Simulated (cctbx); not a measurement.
# What is wrong with this refinement?

Cell a = 2.9760 Å, b = 2.9760 Å, c = 4.5240 Å, α = 90.00°, β = 90.00°, γ = 120.00°; space group P-6m2 (no. 187).

The data are simulated with cctbx, not measured: Ag Kα, λ = 0.56087 Å, to d = 0.6 Å, 50 % of the full sphere, strongest reflection 5000 counts, noise from counting, a 2 % proportional error and a noise floor of 4 counts (s.d.); no absorption.

An anisotropic refinement with weights 1/σ² prints:

```text
Rint 0.012, 12 unique reflections to 1.30 A
cycle     R1     wR2    GooF  max shift (A)
   1  0.0088  0.0223   1.200   0.00000
   2  0.0064  0.0157   0.844   0.00000
final R1 0.0064 wR2 0.0157 GooF 0.844  parameters 4  data/parameter 3.0
atom        x        y        z      Ueq    occ   su(xyz)  su(Uiso or U11)
Ir1    0.00000  0.00000  0.00000   0.0040  1.000  0.00000  0.0012
Cd1    0.66667  0.33333  0.50000   0.0072  1.000  0.00000  0.0016
difference map: max 0.22 min -0.20 rms 0.07
Q1    0.0000  0.0000  0.1415    2    0.22  0.64 A from Ir1
Q2    0.6667  0.3333  0.3497    2    0.18  0.68 A from Cd1
Q3    0.3333  0.6667  0.5000    1    0.06  1.72 A from Cd1
Q4    0.0026  0.5013  0.5000    3    0.05  0.87 A from Cd1
Q5    0.3333  0.6667  0.0000    1    0.03  1.72 A from Ir1
```

**Question.** Can this result stand? If not, what is the likely fault?

Mend it. The fault: data cut at low resolution. Against the right model at the same level, R1 goes from 0.0104 to 0.0064 and GooF from 0.96 to 0.84. The atoms are right, but there are too few data for the parameters: R1 flatters and the s.u.s grow. Data per parameter fall from 21.5 to 3.

The compound is CdIr. The right model at the same level gives:

```text
Rint 0.027, 86 unique reflections to 0.60 A
cycle     R1     wR2    GooF  max shift (A)
   1  0.0104  0.0229   0.969   0.00000
   2  0.0104  0.0227   0.963   0.00000
final R1 0.0104 wR2 0.0227 GooF 0.963  parameters 4  data/parameter 21.5
atom        x        y        z      Ueq    occ   su(xyz)  su(Uiso or U11)
Ir1    0.00000  0.00000  0.00000   0.0066  1.000  0.00000  0.0001
Cd1    0.66667  0.33333  0.50000   0.0099  1.000  0.00000  0.0002
Flack x: 0.03(2)
Hooft y: 0.029(23)  Bijvoet pairs: 34
difference map: max 0.97 min -0.79 rms 0.23
Q1    0.3333  0.6667  0.1561    2    1.03  1.86 A from Ir1
Q2    0.1813  0.3627  0.3125    6    0.70  1.69 A from Ir1
Q3    0.0000  0.0000  0.1016    2    0.62  0.46 A from Ir1
Q4    0.6667  0.3333  0.1896    2    0.61  1.40 A from Cd1
Q5    0.1240  0.2479  0.0000    3    0.56  0.64 A from Ir1
Q6    0.1481  0.5740  0.5000    3    0.56  1.24 A from Cd1
```

Isotropic U is held between 0.0001 and 1 Å² by the program, and listed peak heights are interpolated, so they can pass the grid's maximum.

The model is made up (kin elements in a known structure type, no relaxation), so it says nothing on whether the phase exists.

[Middle refinement cycles are left out of these outputs.]

[Logs are printed without paths, hosts, clocks, repeated set-up lines and the standing remarks that a program may print on its own settings, such as how far it seeks lower states.]
